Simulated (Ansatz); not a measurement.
**How well the gap of BaIBr (Pnma) can be computed**

The study climbs from cheap functionals to G0W0 on BaIBr (Pnma) and then asks what each convergence step is worth.

Calculated with Ansatz 0.2.0; density functionals, hybrids, G0W0, plane waves, PAW.

### 1. The starting structure

It takes space group Pnma (No. 62, orthorhombic). Conventional cell: a = 8.814 Å, b = 5.124 Å, c = 10.192 Å, α = 90.00°, β = 90.00°, γ = 90.00°. Nearest to Ba lie 4 Br at 3.31 to 3.34 Å and 5 I at 3.67 to 3.76 Å. Nearest to I lie 5 Ba at 3.67 to 3.76 Å. Nearest to Br lie 4 Ba at 3.31 to 3.34 Å. Farther neighbours and most contacts between anions are not listed.

Structure file:

```cif
data_structure
_symmetry_space_group_name_H-M 'Pnma'
_symmetry_Int_Tables_number 62
_cell_length_a 8.8145
_cell_length_b 5.1243
_cell_length_c 10.1917
_cell_angle_alpha 90.000
_cell_angle_beta 90.000
_cell_angle_gamma 90.000
_cell_volume 460.34
loop_
_atom_site_label
_atom_site_type_symbol
_atom_site_symmetry_multiplicity
_atom_site_Wyckoff_symbol
_atom_site_fract_x
_atom_site_fract_y
_atom_site_fract_z
_atom_site_occupancy
Ba1 Ba 4 c 0.72882 0.25000 0.37514 1
I1 I 4 c 0.47161 0.25000 0.83178 1
Br1 Br 4 c 0.85647 0.25000 0.06669 1
```

The cell and positions are those that the Materials Project relaxed with its own functionals (PBE, PBE+U or r2SCAN), kept fixed. Spin-orbit coupling is left out unless a step names it. The default PAW set here is soft_2. Its files were made with PBE.

### 2. r2SCAN bands

The cheap functional maps the bands first; the places of the edges decide which points the dearer methods must see.

This step: DFT, r2SCAN, plane waves, PAW.

File input.yaml:

```yaml
crystal:
  lattice:
    - [8.81446039, 0.0, 0.0]
    - [0.0, 5.12429103, 0.0]
    - [0.0, 0.0, 10.19167839]
  atoms:
    - { symbol: Ba, position: [0.72882454, 0.25, 0.37513703] }
    - { symbol: Ba, position: [0.27117546, 0.75, 0.62486297] }
    - { symbol: Ba, position: [0.77117546, 0.75, 0.87513703] }
    - { symbol: Ba, position: [0.22882454, 0.25, 0.12486297] }
    - { symbol: I, position: [0.47161056, 0.25, 0.83177655] }
    - { symbol: I, position: [0.52838944, 0.75, 0.16822345] }
    - { symbol: I, position: [0.02838944, 0.75, 0.33177655] }
    - { symbol: I, position: [0.97161056, 0.25, 0.66822345] }
    - { symbol: Br, position: [0.8564719, 0.25, 0.06668585] }
    - { symbol: Br, position: [0.1435281, 0.75, 0.93331415] }
    - { symbol: Br, position: [0.6435281, 0.75, 0.56668585] }
    - { symbol: Br, position: [0.3564719, 0.25, 0.43331415] }
kpoints:
  mp_grid: { grid: [4, 4, 2] }
  band_path:
    path:
      - [[0.0, 0.0, 0.0], [0.5, 0.0, 0.0], [0.5, 0.5, 0.0], [0.0, 0.5, 0.0], [0.0, 0.0, 0.0], [0.0, 0.0, 0.5], [0.5, 0.0, 0.5], [0.5, 0.5, 0.5], [0.0, 0.5, 0.5], [0.0, 0.0, 0.5]]
      - [[0.5, 0.0, 0.0], [0.5, 0.0, 0.5]]
      - [[0.0, 0.5, 0.0], [0.0, 0.5, 0.5]]
      - [[0.5, 0.5, 0.0], [0.5, 0.5, 0.5]]
    npoints: 10
hamiltonian:
  xc: r2scan
scf:
  occupations: { method: fermi_dirac, width: 0.02 }
  n_extra_bands: 8
output:
  eigenvalues: true
```

On the command line:

```console
$ ansatz run input.yaml --threads 16 --pin off --max-ram 82944MiB --backend cuda --events-out ev --progress --plain --runs-dir out --devices 1 --max-vram 78GiB
```

Numbers of over 12 decimals in the logs are rounded to 6 here.

Log:

```text
scf.n_extra_bands = 8 over 68 filled bands (N_el = 136.0): the run solves 76 bands
GPUs: using 1 of 1 available (devices: 1).
Engine: ansatz 0.2.0, aarch64-unknown-linux-gnu
Pseudopotentials: kind: paw
Pseudopotential: Ba, paw, valence charge 10, recommended cutoff 500 eV (meta_gga), Ba.paw.azcp
Pseudopotential: I, paw, valence charge 17, recommended cutoff 500 eV (meta_gga), I.paw.azcp
Pseudopotential: Br, paw, valence charge 7, recommended cutoff 500 eV (meta_gga), Br.paw.azcp
Functional definition: r2SCAN
  parameter k0 = 0.174
  parameter k1 = 0.065
  parameter a1 = 4.9479
  exchange = r2scan_x(k0 = k0, k1 = k1, a1 = a1)
  correlation = r2scan_c
concurrent solve slots: 9 of 16 are kept, ahead of what memory takes: no pass of the eigensolver takes more rounds on 9
device memory: the entry about to start is reckoned to put 10.0 GiB on a device that reports 152.0 GiB free (of which the cap on the GPU budget leaves the run 78.0 GiB)
GPU FFT provider: cuFFT
GPU libraries: cuBLAS 13.8.1, cuFFT 12.4.0, cuSOLVER 12.3.2
GPU matrix products: emulated (plane waves: as basis.precision tells), large ones in fixed point in workspaces of 1.00 GiB
Crystal: 12 atoms, lattice volume = 460.336 Å³
Basis set: ecut = 500 eV, 11719 PW (Γ), exchange–correlation on 288×160×300 points (64 copies of the dense FFT grid, shifted against one another)
Bands: 76, of which v1, the nominal top of the filled ones, is band 68 counted from 1 (67 counted from 0)
Symmetry: 8 space group operations
Space group: Pnma (ITA 62), of the structure as read, at distance tolerance 7.7e-5 Å
k-points: 18 of 32
Non-local potential: Ba, projectors of the file, l = 0: 3, l = 1: 2, l = 2: 2, l = 3: 2
Non-local potential: I, projectors of the file, l = 0: 2, l = 1: 2, l = 2: 2, l = 3: 2
Non-local potential: Br, projectors of the file, l = 0: 2, l = 1: 2, l = 2: 2
PAW form: soft (Blöchl's): semilocal exchange-correlation on the pseudo side does not see the compensation charge
PAW frozen core: Ba, regenerated for the run's functional (the file was generated under x = pbe(κ = 0.804, μ = 0.219515), c = pbe(β = 0.066725))
PAW frozen core: I, regenerated for the run's functional (the file was generated under x = pbe(κ = 0.804, μ = 0.219515), c = pbe(β = 0.066725))
PAW frozen core: Br, regenerated for the run's functional (the file was generated under x = pbe(κ = 0.804, μ = 0.219515), c = pbe(β = 0.066725))
PAW one-centre angular grid: Ba, 302 points (default); XC on 160 Gauss nodes
PAW one-centre angular grid: I, 590 points (default); XC on 160 Gauss nodes
PAW one-centre angular grid: Br, 302 points (default); XC on 160 Gauss nodes
Initial density: superposition of atomic densities (neutral atoms: chi_scale 0, normalization atom), corrected by the library's trained network
Initial wavefunctions: pseudopotential atomic-orbital guess
GPU buffer pool allocated for 216000 grid points (all kernels)
GPU transforms: local potential and band sums: pruned to the plane-wave sphere, on 72×40×75
Functional: x = r2scan, c = r2scan; τ floored in thin density (d = 2e-4 eV/Å³)
SCF iter   1: F=—  HF=-65169.540236 eV  |F-HF|=—  |Δ(HF+E_count)|=         —  Δρ=3.47e-3  dr2=1.04e-1  dr2_τ=2.06e-2  ethr=1.77e-3  ⟨swp⟩=14.1  Hψ=7771  notcnv=0
preconditioner: auto → Resta (q_TF=auto, 2.227 Å⁻¹)  ε∞=3.0  [insulator: Δε(μ)=4.054 eV  Ē_g=11.612 eV  σ=0.020 eV  W_gap=1.00  n_scr=82 (ndim 8)  ℏωp=16.2 eV  f_vac=0.008  D(μ)=0.00/eV (n_scr^D=0)  ε∞_Penn≈3.0]
SCF iter   2: F=—  HF=-65169.670243 eV  |F-HF|=—  |Δ(HF+E_count)|=   1.30e-1  Δρ=1.62e-3  dr2=2.17e-2  dr2_τ=9.69e-4  ethr=7.61e-5  ⟨swp⟩=3.9  Hψ=2739  notcnv=0  defer=55
SCF iter   3: F=—  HF=-65169.666312 eV  |F-HF|=—  |Δ(HF+E_count)|=   3.93e-3  Δρ=3.76e-4  dr2=7.00e-4  dr2_τ=4.19e-5  ethr=1.60e-5  ⟨swp⟩=3.2  Hψ=2361  notcnv=0  defer=55
SCF iter   4: F=—  HF=-65169.666611 eV  |F-HF|=—  |Δ(HF+E_count)|=   2.99e-4  Δρ=9.24e-5  dr2=4.37e-5  dr2_τ=2.12e-6  ethr=5.15e-7  ⟨swp⟩=2.0  Hψ=2177  notcnv=0  defer=55
SCF iter   5: F=—  HF=-65169.666639 eV  |F-HF|=—  |Δ(HF+E_count)|=   2.77e-5  Δρ=2.54e-5  dr2=3.42e-6  dr2_τ=1.38e-7  ethr=3.22e-8  ⟨swp⟩=2.0  Hψ=2537  notcnv=0  defer=55
SCF iter   6: F=—  HF=-65169.666641 eV  |F-HF|=—  |Δ(HF+E_count)|=   2.81e-6  Δρ=4.91e-6  dr2=1.26e-7  dr2_τ=1.80e-8  ethr=2.51e-9  ⟨swp⟩=2.0  Hψ=2177  notcnv=0  defer=55
SCF iter   7: F=-65169.666642 eV  HF=-65169.666642 eV  |F-HF|=3.15e-9  |Δ(HF+E_count)|=   1.20e-7  Δρ=8.57e-7  dr2=4.27e-9  dr2_τ=1.42e-10  ethr=7.35e-11  ⟨swp⟩=12.2  Hψ=5092  notcnv=0
SCF 1 converged in 7 iterations: F = -65169.666642 eV  dr2 = 4.27e-9
[...]
device memory: the entry about to start is reckoned to put 39.5 GiB on a device that reports 152.0 GiB free (of which the cap on the GPU budget leaves the run 78.0 GiB)
NSCF: frozen V_eff on 124 k-points, pencils in batches of 32, up to order 336
SCF converged after 7 iterations
Free energy (F): -65169.666642 eV
Harris-Foulkes:  -65169.666642 eV  (|F-HF|=3.15e-9)
Internal energy: -65169.666642 eV  (E = F + TS)
E sigma→0 (E₀):  -65169.666642 eV
Fermi energy:    6.734871 eV
--- Per-component energies (eV) ---
  E_band       = -1887.131327
  E_kinetic    = 1964.426075
  E_local      = -10540.533051  (includes V_loc(G=0)·N_el)
  E_nonlocal   = 141.197778
  E_hartree    = 4987.033903
  E_xc         = -2119.952472
  E_vxc        = -1611.826132  (∫ρ·V_xc dr)
  E_paw        = -49444.047126  (= ΣΔE_a)
  E_vpaw       = -1898.466285  (= ΣTr[D̂ρ^β])
  E_aug_tail   = -0.000124  (compensation charges beyond the density's cutoff)
  E_vtau       = 84.003437  (kinetic-family band-sum trace: ∫τ·v_τ [+ j·A + Jᵃ·Aᵃ] dr)
  E_ewald      = -10157.732725
  E_core_change = -0.058899  (= ΣΔE_core)
  E_smearing   = -0.000000  (= −TS)
  E_closure    = 0.000000  (closes the sum)
  Σ components = -65169.666642   (vs F -65169.666642, Δ=0.00e0)
--- Band table (eV; the first three rows and the last of 18) ---
  k-point 0: bands = [... 64 lower, 4.4190, 4.5392, 4.5993, 4.7360, 8.7285, 9.3709, 9.5144, 9.6159, ... 4 higher]
  k-point 1: bands = [... 64 lower, 4.3189, 4.3189, 4.4805, 4.4805, 9.2005, 9.2005, 9.4851, 9.4851, ... 4 higher]
  k-point 2: bands = [... 64 lower, 4.1712, 4.2887, 4.3614, 4.5310, 9.3028, 9.7584, 9.9015, 10.1027, ... 4 higher]
  k-point 17: bands = [... 64 lower, 4.3554, 4.3554, 4.3554, 4.3554, 10.3159, 10.3159, 10.3159, 10.3159, ... 4 higher]
```

Elapsed: 3.2 s, on 1 × NVIDIA GB200 (shared by 2 runs) with 16 threads of Arm Neoverse V2, shared host; peak memory 1.7 GiB.

This step gave:

| Item | Value |
| --- | --- |
| filled bands | 68 |
| gap | 3.993 eV |
| valence top at | Γ |
| conduction bottom at | Γ |
| least direct gap | 3.993 eV |

The gap is direct, at Γ.

Electronic bands along the path, in eV, zero at the top of the highest nominally filled band:

| point | band 65 | band 66 | band 67 | band 68 | band 69 | band 70 | band 71 | band 72 |
| --- | --- | --- | --- | --- | --- | --- | --- | --- |
| Γ | -0.32 | -0.20 | -0.14 | 0.00 | 3.99 | 4.63 | 4.78 | 4.88 |
| halfway | -0.42 | -0.28 | -0.24 | -0.04 | 4.20 | 4.71 | 4.75 | 4.82 |
| X | -0.48 | -0.48 | -0.14 | -0.14 | 4.49 | 4.49 | 4.95 | 4.95 |
| halfway | -0.37 | -0.37 | -0.29 | -0.29 | 5.03 | 5.03 | 5.20 | 5.20 |
| S | -0.42 | -0.42 | -0.42 | -0.42 | 5.48 | 5.48 | 5.48 | 5.48 |
| halfway | -0.50 | -0.50 | -0.42 | -0.42 | 5.31 | 5.31 | 5.50 | 5.50 |
| Y | -0.55 | -0.55 | -0.41 | -0.41 | 5.26 | 5.26 | 5.38 | 5.38 |
| halfway | -0.56 | -0.45 | -0.37 | -0.20 | 4.57 | 5.02 | 5.17 | 5.37 |
| Γ | -0.32 | -0.20 | -0.14 | 0.00 | 3.99 | 4.63 | 4.78 | 4.88 |
| halfway | -0.40 | -0.26 | -0.20 | -0.17 | 4.13 | 4.65 | 4.79 | 4.81 |
| Z | -0.42 | -0.42 | -0.26 | -0.26 | 4.46 | 4.46 | 4.75 | 4.75 |
| halfway | -0.48 | -0.48 | -0.23 | -0.23 | 4.58 | 4.58 | 4.87 | 4.87 |
| U | -0.53 | -0.53 | -0.24 | -0.24 | 4.82 | 4.82 | 4.96 | 4.96 |
| halfway | -0.43 | -0.43 | -0.30 | -0.30 | 5.00 | 5.00 | 5.18 | 5.18 |
| R | -0.38 | -0.38 | -0.38 | -0.38 | 5.58 | 5.58 | 5.58 | 5.58 |
| halfway | -0.48 | -0.48 | -0.31 | -0.31 | 5.40 | 5.40 | 5.49 | 5.49 |
| T | -0.61 | -0.61 | -0.28 | -0.28 | 5.27 | 5.27 | 5.41 | 5.41 |
| halfway | -0.44 | -0.44 | -0.19 | -0.19 | 4.93 | 4.93 | 5.22 | 5.22 |
| Z | -0.42 | -0.42 | -0.26 | -0.26 | 4.46 | 4.46 | 4.75 | 4.75 |
| jump to X | -0.48 | -0.48 | -0.14 | -0.14 | 4.49 | 4.49 | 4.95 | 4.95 |
| halfway | -0.51 | -0.51 | -0.19 | -0.19 | 4.60 | 4.60 | 4.98 | 4.98 |
| U | -0.53 | -0.53 | -0.24 | -0.24 | 4.82 | 4.82 | 4.96 | 4.96 |
| jump to Y | -0.55 | -0.55 | -0.41 | -0.41 | 5.26 | 5.26 | 5.38 | 5.38 |
| halfway | -0.58 | -0.58 | -0.35 | -0.35 | 5.30 | 5.30 | 5.33 | 5.33 |
| T | -0.61 | -0.61 | -0.28 | -0.28 | 5.27 | 5.27 | 5.41 | 5.41 |
| jump to S | -0.42 | -0.42 | -0.42 | -0.42 | 5.48 | 5.48 | 5.48 | 5.48 |

### 3. r2SCAN+SOC

Spin-orbit coupling can split or shift the edges; a non-collinear run measures by how much.

This step: DFT, r2SCAN with spin-orbit coupling, plane waves, PAW.

input.yaml, the sections that differ from step 2:

```yaml
kpoints:
  mp_grid: { grid: [4, 4, 2] }
  band_path:
    path:
      - [0.0, 0.0, 0.0]
      - [0.5, 0.0, 0.0]
      - [0.5, 0.5, 0.0]
      - [0.0, 0.5, 0.0]
      - [0.0, 0.0, 0.5]
      - [0.5, 0.0, 0.5]
      - [0.5, 0.5, 0.5]
      - [0.0, 0.5, 0.5]
    npoints: 1
scf:
  occupations: { method: fixed }
  n_extra_bands: 16
magnetization:
  noncollinear: true
  spin_orbit: true
# crystal, hamiltonian, output: as in step 2
```

Log:

```text
[...]
GPUs: using 1 of 1 available (devices: 1).
[...]
non-collinear run that drives no moment, with spin-orbit: no starting moment large enough to seed its density (crystal.atoms[].spin), no starting occupations that ask for one, no magnetisation constraint and no magnetic field, so the semilocal B_xc is pinned to zero
[...]
Crystal: 12 atoms, lattice volume = 460.336 Å³
[...]
SCF iter   3: F=—  HF=-65054.187546 eV  |F-HF|=—  |Δ(HF+E_count)|=    1.76e0  Δρ=4.23e-3  dr2=1.76e-1  dr2_τ=5.18e-4  dr2_m=0.00e0 (ungated)  ethr=3.10e-3  |M|=0.00e0 ∫|m|=0.00e0 μB  |m|>n=0.0e0 m-floor=0.0e0 τ_xc=0.0e0  β_m=0.76  ⟨swp⟩=7.0  Hψ=2817  notcnv=0  defer=226
[...]
SCF 1 converged in 9 iterations: F = -65054.182944 eV  dr2 = 1.00e-8
[...]
SCF converged after 9 iterations
[...]
```

Wall time 5.6 s (1 × NVIDIA GB200 (shared by 2 runs) with 16 threads); peak memory 2.3 GiB; 30 s of CPU time.

Numbers from this step:

* gap: 3.737 eV
* valence top at: Γ
* conduction bottom at: Γ
* least direct gap: 3.737 eV

The gap stands −0.26 eV against r2SCAN.

### 4. HSE06

HSE06 mixes in a quarter of exact exchange at short range. Exchange couples all pairs of k points, which makes a full band path dear, so levels are read on the mesh and at chosen points.

This step: DFT, HSE06, plane waves, PAW.

Edit input.yaml of step 3 so:

```diff
@@ -19,3 +19,3 @@
 kpoints:
-  mp_grid: { grid: [4, 4, 2] }
+  mp_grid: { grid: [2, 4, 2] }
   band_path:
@@ -32,9 +32,6 @@
 hamiltonian:
-  xc: r2scan
+  xc: hse06
 scf:
   occupations: { method: fixed }
-  n_extra_bands: 16
-magnetization:
-  noncollinear: true
-  spin_orbit: true
+  n_extra_bands: 8
 output:
```

Log:

```text
[...]
GPUs: using 1 of 1 available (devices: 1).
[...]
davidson cushion auto → on  (no smearing: the cushion is to keep the highest requested band from converging to the state above it; pin scf.eigensolver.cushion to override)
[...]
Crystal: 12 atoms, lattice volume = 460.336 Å³
Basis set: ecut = 420 eV, 8947 PW (Γ)
Bands: 76, of which v1, the nominal top of the filled ones, is band 68 counted from 1 (67 counted from 0)
[...]
Stability not checked: this state was not tested for a lower state beside it, because the functional holds exact exchange (a hybrid, or Hartree-Fock), whose exchange loop this test does not read (fock_operator; see scf.lower_state_search)
Free energy (F): -65054.405318 eV
Frozen-core exchange: fock
[...]
Internal energy: -65054.405318 eV  (E = F + TS)
E sigma→0 (E₀):  -65054.405318 eV
Fermi energy:    4.354597 eV
[...]
--- Band table (eV; the first three rows and the last of 12) ---
[...]
```

The job ended after 21 s (1 × NVIDIA GB200 (shared by 2 runs) with 16 threads; peak memory 2.6 GiB).

Numbers from this step:

```yaml
gap: 4.506 eV
valence_top_at: Γ
conduction_bottom_at: Γ
least_direct_gap: 4.506 eV
```

The gap stands +0.51 eV against r2SCAN.

### 5. HSE06+SOC

This step: DFT, HSE06 with spin-orbit coupling, plane waves, PAW.

Edit input.yaml of step 4 so:

```diff
@@ -35,3 +35,6 @@
   occupations: { method: fixed }
-  n_extra_bands: 8
+  n_extra_bands: 16
+magnetization:
+  noncollinear: true
+  spin_orbit: true
 output:
```

Log:

```text
[...]
GPUs: using 1 of 1 available (devices: 1).
[...]
Crystal: 12 atoms, lattice volume = 460.336 Å³
Basis set: ecut = 420 eV, 8947 PW (Γ)
Bands: 152, of which v1, the nominal top of the filled ones, is band 136 counted from 1 (135 counted from 0)
Symmetry: 8 space group operations + 8 with time reversal
[...]
k-points: 12 of 16
Projection manifold: j_resolved (fully-relativistic pseudo-atomic orbitals)
[...]
SCF iter   6: F=-65039.882985 eV  HF=-65039.882964 eV  |F-HF|=2.11e-5  |Δ(HF+E_count)|=   1.12e-3  Δρ=2.18e-4  dr2=1.91e-4  dr2_m=0.00e0 (ungated)  ethr=8.91e-7  |M|=0.00e0 ∫|m|=0.00e0 μB  |m|>n=0.0e0 m-floor=0.0e0 τ_xc=0.0e0  ⟨swp⟩=5.3  Hψ=5807  notcnv=0
[...]
hybrid outer 1: dexx = +2.872e-2 eV, tail = 1.11e-4 eV
[...]
SCF 3 converged in 5 iterations: F = -65036.437236 eV  dr2 = 3.86e-8
[...]
```

The job ended after 74 s (1 × NVIDIA GB200 (shared by 2 runs) with 16 threads; peak memory 6.5 GiB; 10 min of CPU time).

This step gave:

```
gap                  : 4.221 eV
valence top at       : Γ
conduction bottom at : Γ
least direct gap     : 4.221 eV
```

The gap stands −0.28 eV against HSE06.

### 6. G0W0, 2×4×2 mesh, 747 empty bands, screening to 80 eV, hard PAW files

Now the one-shot GW correction: screening in the RPA, then the self-energy of the levels asked for. This step takes hard PAW files.

This step: G0W0 on r2SCAN, plane waves, PAW.

Edit input.yaml of step 5 so:

```diff
@@ -20,22 +20,12 @@
   mp_grid: { grid: [2, 4, 2] }
-  band_path:
-    path:
-      - [0.0, 0.0, 0.0]
-      - [0.5, 0.0, 0.0]
-      - [0.5, 0.5, 0.0]
-      - [0.0, 0.5, 0.0]
-      - [0.0, 0.0, 0.5]
-      - [0.5, 0.0, 0.5]
-      - [0.5, 0.5, 0.5]
-      - [0.0, 0.5, 0.5]
-    npoints: 1
 hamiltonian:
-  xc: hse06
+  xc: r2scan
+  pseudopotentials: { kind: paw, source: ansatz }
 scf:
   occupations: { method: fixed }
-  n_extra_bands: 16
-magnetization:
-  noncollinear: true
-  spin_orbit: true
-output:
-  eigenvalues: true
+gw:
+  n_empty_bands: 747
+  ecut_chi: 80.0
+  qp_bands: [v4, c4]
+  qp_kpoints: band_edges
+  screening: { model: contour_deformation }
```

Log:

```text
GPUs: using 1 of 1 available (devices: 1).
[...]
Crystal: 12 atoms, lattice volume = 460.336 Å³
Basis set: ecut = 680 eV, 18563 PW (Γ), exchange–correlation on 432×256×500 points (64 copies of the dense FFT grid, shifted against one another)
Bands: 106, of which v1, the nominal top of the filled ones, is band 88 counted from 1 (87 counted from 0)
Symmetry: 8 space group operations
[...]
k-points: 12 of 16
[...]
5    90     10.6662    -6.0062    -3.6197   -10.2988  0.8309    11.3437    11.3391  root
     5    91     10.8026    -6.2731    -3.6917   -10.6915  0.8273    11.5349    11.5293  root
[...]
11    89     10.9759    -6.2449    -3.7090   -10.6640  0.8269    11.6915    11.6860  root
    11    90     10.9759    -6.2449    -3.7090   -10.6640  0.8269    11.6915    11.6860  root
    11    91     10.9759    -6.2449    -3.7090   -10.6640  0.8269    11.6915    11.6860  root
    11    92     10.9759    -6.2449    -3.7090   -10.6640  0.8269    11.6915    11.6860  root
[key lines of the parts left out:]
SCF converged after 9 iterations
```

Wall time 39 s (1 × NVIDIA GB200 (shared by 2 runs) with 16 threads); peak memory 12 GiB.

This step gave:

| Item | Value |
| --- | --- |
| bands summed | 835 |
| RPA ε∞ on this mesh (eigenvalues) | 3.373, 3.375, 3.375 |
| plane waves in the screening matrix | 761 |
| G0W0 gap on the mesh | 5.399 eV |
| k of the valence top | 0, 0, 0 |
| k of the conduction bottom | 0, 0, 0 |
| starting gap on the mesh | 3.992 eV |
| least direct G0W0 gap on the computed points | 5.399 eV |

The gap on the mesh goes from 3.99 eV to 5.40 eV, a correction of +1.41 eV. Between the two edge states, bare exchange in place of the xc potential would open the gap by 6.63 eV, and correlation takes back 5.23 eV.

(Part 1 of 2 ends here.)

[Paths, hosts, dates, memory and timing lines, banners, echoed tables and standing remarks are left out of the program output.]

[Logs are printed without paths, hosts, clocks, repeated set-up lines and the standing remarks that a program may print on its own settings, such as how far it seeks lower states.]

[Runs of the session that timed out or met a known fault of the program may be left out.]

[Cells called generated may have been cut or substituted from an entry of the Crystallography Open Database or the Materials Project.]

[Hosts, paths, dates, database ids (printed as entryN), source tags and the programs' standing remarks are cut or masked in the printed files.]
